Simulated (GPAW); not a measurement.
BP (F-43m): refractive index against wavelength

The refractive index of BP (F-43m) below the direct gap (3.41 eV on the mesh) is read from one computed spectrum, n = √(Re ε).

The structure is cubic, space group F-43m (No. 216). The conventional cell has a = 4.538 Å, b = 4.538 Å, c = 4.538 Å, α = 90.00°, β = 90.00°, γ = 90.00°. P on site c is surrounded by 4 B at 1.97 Å. B on site a has 4 P at 1.97 Å as nearest neighbours.

Method: GPAW 26.7.0, PBE, RPA, k-mesh 13×13×13, local fields up to 50 eV, Lorentzian half width 0.15 eV.

Launch of the response step: `OMP_NUM_THREADS=1 python df.py`. The run took 26 s, its band step included, on 1 thread of Arm Neoverse V1 (shared host).

```
wavelength (nm)  photon energy E (eV)       n
           1550                 0.800  3.0145
           1310                 0.946  3.0247
           1064                 1.165  3.0436
            850                 1.459  3.0763
            700                 1.771  3.1219
            633                 1.959       ?
            532                 2.331  3.2397
```

In the single-oscillator model n² − 1 = E₀E_d/(E₀² − E²), so 1/(n² − 1) = E₀/E_d − E²/(E₀E_d) is linear in E².

Working, on the rows shown:

| x = E² (eV²) | y = 1/(n² − 1) |
| --- | --- |
| 0.639837 | 0.123652 |
| 0.895757 | 0.122717 |
| 1.35784 | 0.121014 |
| 2.12762 | 0.118153 |
| 3.13716 | 0.114335 |
| 5.43137 | 0.105311 |

Means: x̄ = 2.2649, ȳ = 0.11753. Σ(x − x̄)(y − ȳ) = -0.06177, Σ(x − x̄)² = 16.14. Slope = -0.06177 / 16.14 = -0.003826; intercept = ȳ − slope · x̄ = 0.1262. Turned back into n, the line misses the rows shown by at most 0.0017.

Question: Fill in the last column of the withheld row.

Answer: At x = 3.8364 the line gives y = 0.11152, that is 3.1571. The run gave 3.1556, so the interpolation is off by 0.0015, 0.7 % of the range in the table.

Refitted with all rows, the slope is -0.003818 and the intercept 0.12619. These give E₀ = √(intercept/−slope) = 5.75 eV and E_d = E₀/intercept = 45.6 eV; E₀ is 1.7 times the direct gap. The electronic limit at long wavelengths, without lattice vibrations, is n = √(1 + 1/intercept) = 2.987. Excitons are left out; PBE gaps are as a rule too small. The values come from a sum over the points of one k-mesh and carry its error, which grows as the direct gap shrinks. The local-field cutoff holds few shells of reciprocal vectors for this small cell, so ε∞ can read a few per cent high.

[Logs are printed without paths, hosts, clocks, repeated set-up lines and the standing remarks that a program may print on its own settings, such as how far it seeks lower states.]
